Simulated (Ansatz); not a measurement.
# CoSn (P6/mmm): phonon-mediated transition temperature, part 2 of 2

Wanted: λ, ω_log and Tc of CoSn (P6/mmm). The cell shown first is a relaxed one, from steps not shown here.

Ansatz 0.2.0; DFT PBE, scalar-relativistic, plane waves, PAW.

So far, coupling constant λ: step 2 (resistivity: q 3×3×2, k 6×6×6, scattering 8×8×12) 0.166. Also highest frequency, solved or plainly interpolated (cm⁻¹): step 2 282.

## 3. Electron–phonon run: q 3×3×3, k 9×9×9, scattering 12×12×12

The next rung changes the q mesh, which sets the reach of the force constants and couplings; the k mesh of the density and its response; the scattering mesh, which samples the Fermi surface.

input.yaml

```yaml
crystal:
  lattice:
    - [5.2964949389, 0.0, 0.0]
    - [-2.6482474694, 4.5868991681, 0.0]
    - [0.0, 0.0, 4.2319810701]
  atoms:
    - { symbol: Co, position: [0.0, 0.5, 0.0] }
    - { symbol: Co, position: [0.5, 0.5, 0.0] }
    - { symbol: Co, position: [0.5, 0.0, 0.0] }
    - { symbol: Sn, position: [0.6666666667, 0.3333333333, 0.5] }
    - { symbol: Sn, position: [0.3333333333, 0.6666666667, 0.5] }
    - { symbol: Sn, position: [0.0, 0.0, 0.0] }
kpoints:
  mp_grid: { grid: [9, 9, 9] }
hamiltonian:
  xc: pbe
scf:
  occupations: { method: methfessel_paxton, width: 0.2 }
output:
  eigenvalues: true
phonons:
  method: dfpt
  qmesh: [3, 3, 3]
  temperatures: { t_max: 1000, t_step: 50 }
  qpath:
    path:
      - [[0.0, 0.0, 0.0], [0.5, 0.0, 0.0], [0.33333333, 0.33333333, 0.0], [0.0, 0.0, 0.0], [0.0, 0.0, 0.5], [0.5, 0.0, 0.5], [0.33333333, 0.33333333, 0.5], [0.0, 0.0, 0.5]]
      - [[0.5, 0.0, 0.5], [0.5, 0.0, 0.0]]
    npoints: 6
  electrical_resistivity:
    mesh: [12, 12, 12]
    temperatures: [20.0, 50.0, 80.0, 100.0, 150.0, 200.0, 273.0, 300.0, 400.0, 500.0, 600.0, 800.0]
  superconductivity: { mesh: [12, 12, 12] }
```

Started as:

```sh
$ ansatz run input.yaml --threads 16 --pin off --max-ram 61440MiB --backend cuda --events-out ev --progress --plain --runs-dir out --max-vram 78GiB
```

Numbers of over 12 decimals in the logs are rounded to 6 here.

Log:

```text
[...]
Crystal: 6 atoms, lattice volume = 102.814 Å³
Basis set: ecut = 420 eV, 2025 PW (Γ), exchange–correlation on 72×72×60 points (8 copies of the dense FFT grid, shifted against one another)
Bands: 56, of which v1, the nominal top of the filled ones, is band 47 counted from 1 (46 counted from 0)
Symmetry: 24 space group operations
k-points: 60 of 729
[...]
SCF iter   1: F=—  HF=-33451.612880 eV  |F-HF|=—  |Δ(HF+E_count)|=         —  Δρ=1.13e-2  dr2=1.16e-1  ethr=1.77e-3  ⟨swp⟩=7.0  Hψ=13387  notcnv=0
[...]
SCF iter   2: F=—  HF=-33451.640138 eV  |F-HF|=—  |Δ(HF+E_count)|=   2.73e-2  S|Δr|=    0.00e0  Δρ=2.37e-2  dr2=4.21e-1  ethr=1.25e-4  ⟨swp⟩=2.0  Hψ=5252  notcnv=0  defer=74
[...]
SCF iter  10: F=-33451.597032 eV  HF=-33451.597032 eV  |F-HF|=7.28e-12  |Δ(HF+E_count)|=  1.60e-10  S|Δr|=    0.00e0  Δρ=1.42e-7  dr2=8.58e-12  ethr=1.00e-12  ⟨swp⟩=10.1  Hψ=18934  notcnv=0
SCF 1 converged in 10 iterations: F = -33451.597032 eV  dr2 = 8.58e-12
[...]
NSCF: frozen V_eff on 60 k-points, pencils in batches of 32, up to order 224
[...]
NSCF: frozen V_eff on 60 k-points
[...]
SCF iter   1: F=—  HF=-33451.612880 eV  |F-HF|=—  |Δ(HF+E_count)|=         —  Δρ=1.13e-2  dr2=1.16e-1  ethr=1.77e-3  ⟨swp⟩=7.0  Hψ=13387  notcnv=0
[...]
SCF 2 converged in 10 iterations: F = -33451.597032 eV  dr2 = 8.63e-12
[...]
SCF converged after 10 iterations
[...]
vibrations of 27 cells: unjudged by the run; compare a larger repeat
[...]
--- Superconductivity: potentials and phonons of a 3×3×3 supercell ---
           mesh         λ    ħω_log (meV)  μ* declared at (meV)
       12×12×12    0.1708          16.507               18.791
          6×6×6    0.2043          16.514               18.811
          3×3×3    0.2668          15.703               18.250
  λ by the species' shares of the modes' patterns: Co 0.0813, Sn 0.0895
[...]
0.08      0.000         0.000    none_found    none_found    none_found    none_found     none_found
      0.10      0.000         0.000    none_found    none_found    none_found    none_found     none_found
      0.12      0.000         0.000    none_found    none_found    none_found    none_found     none_found
      0.13      0.000         0.000    none_found    none_found    none_found    none_found     none_found
      0.14      0.000         0.000    none_found    none_found    none_found    none_found     none_found
      0.16          -             -    none_found    none_found    none_found    none_found     none_found
      0.20          -             -    none_found    none_found    none_found    none_found     none_found
  none_found: no transition down to 0.1 K
[...]
vibrations of 27 cells: unjudged by the run; compare a larger repeat
[...]
```

The job ended after 2.1 min (1 × NVIDIA GB200 with 16 threads of Arm Neoverse V2, shared host; peak memory 7.8 GiB; 14 min of CPU time).

This step gave:

```
zero-point energy                                 : 0.1731 eV/cell
highest frequency, solved or plainly interpolated : 283.8 cm⁻¹
Debye temperature (second moment)                 : 308 K
resistivity at 300 K                              : 41.4 μΩ cm, mean of the axes
coupling constant λ                               : 0.1708
density of states at the Fermi level              : 1.367 states/eV a spin and cell
log mean phonon energy ħω_log                     : 16.51 meV
transport coupling constant λ_tr                  : 0.1848, 0.1848, 0.1671 (xx, yy, zz)
Drude plasma energy                               : 1.824, 1.824, 6.862 eV (xx, yy, zz)
resistivity times mean free path                  : 65.68, 65.68, 5.767 × 10⁻¹⁶ Ω m² (xx, yy, zz)
second-moment phonon energy ħω₂                   : 18.79 meV
```

An empty cell: under 1 mK by a formula, or no transition down to the floor of the Eliashberg search. Transition temperatures:

| μ* | McMillan Tc (K) | Allen–Dynes Tc (K) |
| --- | --- | --- |
| 0.08 | - | - |
| 0.1 | - | - |
| 0.12 | - | - |
| 0.13 | - | - |
| 0.14 | - | - |
| 0.16 | - | - |
| 0.2 | - | - |

The Eliashberg function α²F has structure finer than the step of the table below, so its rows give means over 1 meV, whole bins alone (the curve runs from 0.137 to 35.0 meV). Peaks (meV: height): α²F 11.9: 0.151, 14.1: 0.149, 16.3: 0.119, 17.4: 0.106, 21.3: 0.116, 22.9: 0.116, 25.7: 0.117; α²F tr 11.9: 0.157, 14.1: 0.218, 16.3: 0.166, 19.1: 0.0887, 21.3: 0.100, 22.9: 0.118, 25.7: 0.144.

Eliashberg function α²F against phonon energy; means over each step:

| phonon energy (meV) | α²F | α²F tr |
| --- | --- | --- |
| 1 | 0 | 0 |
| 2 | 6.6e-5 | 8.3e-6 |
| 3 | 3.1e-4 | 1.2e-4 |
| 4 | 8.2e-4 | 4.1e-4 |
| 5 | 0.00171 | 9.5e-4 |
| 6 | 0.00365 | 0.00212 |
| 7 | 0.00563 | 0.00390 |
| 8 | 0.00908 | 0.00836 |
| 9 | 0.0220 | 0.0234 |
| 10 | 0.0314 | 0.0315 |
| 11 | 0.0401 | 0.0413 |
| 12 | 0.0943 | 0.100 |
| 13 | 0.0750 | 0.0858 |
| 14 | 0.110 | 0.153 |
| 15 | 0.0476 | 0.0680 |
| 16 | 0.0681 | 0.0891 |
| 17 | 0.0938 | 0.107 |
| 18 | 0.0700 | 0.0534 |
| 19 | 0.0823 | 0.0653 |
| 20 | 0.0558 | 0.0492 |
| 21 | 0.0803 | 0.0587 |
| 22 | 0.0853 | 0.0767 |
| 23 | 0.0947 | 0.0882 |
| 24 | 0.0209 | 0.0173 |
| 25 | 0.0493 | 0.0558 |
| 26 | 0.0943 | 0.108 |
| 27 | 0.0511 | 0.0529 |
| 28 | 0.0506 | 0.0435 |
| 29 | 0.0387 | 0.0283 |
| 30 | 0.0194 | 0.0205 |
| 31 | 0.0498 | 0.0466 |
| 32 | 0.0315 | 0.0324 |
| 33 | 0.0217 | 0.0325 |
| 34 | 0.0104 | 0.0177 |

The Eliashberg function α²F has structure finer than the step of the table below, so its rows give means over 1 meV, whole bins alone (the curve runs from 0.137 to 35.0 meV). Peaks (meV: height): α²F 11.9: 0.151, 14.1: 0.149, 16.3: 0.119, 17.4: 0.106, 21.3: 0.116, 22.9: 0.116, 25.7: 0.117; Co 11.9: 0.0543, 14.1: 0.0545, 21.3: 0.0775, 22.9: 0.0742, 25.7: 0.102, 28.7: 0.0623, 30.9: 0.054; Sn 11.9: 0.0963, 14.1: 0.0944, 16.3: 0.0803, 17.4: 0.0725, 19.1: 0.0818, 20.5: 0.0513, 22.9: 0.0416.

Table of Eliashberg function α²F by phonon energy; means over each step:

| phonon energy (meV) | α²F | Co | Sn |
| --- | --- | --- | --- |
| 1 | 0 | 0 | 0 |
| 2 | 6.6e-5 | 8.3e-6 | 3.0e-5 |
| 3 | 3.1e-4 | 9.8e-5 | 2.0e-4 |
| 4 | 8.2e-4 | 2.4e-4 | 5.4e-4 |
| 5 | 0.00171 | 5.7e-4 | 0.00118 |
| 6 | 0.00365 | 0.00113 | 0.00253 |
| 7 | 0.00563 | 0.00165 | 0.00399 |
| 8 | 0.00908 | 0.00316 | 0.00591 |
| 9 | 0.0220 | 0.00852 | 0.0135 |
| 10 | 0.0314 | 0.0115 | 0.0199 |
| 11 | 0.0401 | 0.0193 | 0.0207 |
| 12 | 0.0943 | 0.0358 | 0.0586 |
| 13 | 0.0750 | 0.0329 | 0.0421 |
| 14 | 0.110 | 0.0407 | 0.0688 |
| 15 | 0.0476 | 0.0154 | 0.0322 |
| 16 | 0.0681 | 0.0219 | 0.0462 |
| 17 | 0.0938 | 0.0300 | 0.0638 |
| 18 | 0.0700 | 0.0236 | 0.0464 |
| 19 | 0.0823 | 0.0195 | 0.0628 |
| 20 | 0.0558 | 0.0101 | 0.0456 |
| 21 | 0.0803 | 0.0431 | 0.0372 |
| 22 | 0.0853 | 0.0563 | 0.0290 |
| 23 | 0.0947 | 0.0602 | 0.0345 |
| 24 | 0.0209 | 0.0135 | 0.00741 |
| 25 | 0.0493 | 0.0397 | 0.00955 |
| 26 | 0.0943 | 0.0816 | 0.0127 |
| 27 | 0.0511 | 0.0437 | 0.00738 |
| 28 | 0.0506 | 0.0430 | 0.00757 |
| 29 | 0.0387 | 0.0326 | 0.00609 |
| 30 | 0.0194 | 0.0149 | 0.00459 |
| 31 | 0.0498 | 0.0434 | 0.00637 |
| 32 | 0.0315 | 0.0275 | 0.00404 |
| 33 | 0.0217 | 0.0174 | 0.00434 |
| 34 | 0.0104 | 0.00794 | 0.00240 |

## 4. Outcome

```yaml
meshes: q 3×3×3, k 9×9×9, scattering 12×12×12
coupling_constant_lambda: 0.171
log_mean_phonon_energy_omega_log: 16.5 meV
```

In the last run (PBE, q 3×3×3, k 9×9×9, scattering 12×12×12), with λ = 0.17 and ħω_log = 16.5 meV, Tc at μ* = 0.13 is under 1 mK by the formulas. In that run Allen and Dynes's formula gives no transition above 0.05 K at μ* = 0.10 or more. By the run's own test λ is not converged in the fine mesh: it moves by 20 % between the two finest. The run's transport test calls it not converged in the mesh; ρ(300 K) moves by 14 % in the component that moves most. The runs are not spin-polarised; where the real material orders magnetically, these values do not describe it. Over the runs, λ takes the values 0.166 and 0.171, in the order shown. μ* is a typed number, phonons are harmonic, and spin fluctuations are left out; with λ this near or under μ*(1 + 0.62 λ), the formulas give Tc only to its order of magnitude, or none.

[Logs are printed without paths, hosts, clocks, repeated set-up lines and the standing remarks that a program may print on its own settings, such as how far it seeks lower states.]

[Hosts, paths, dates, database ids (printed as entryN), source tags and the programs' standing remarks are cut or masked in the printed files.]
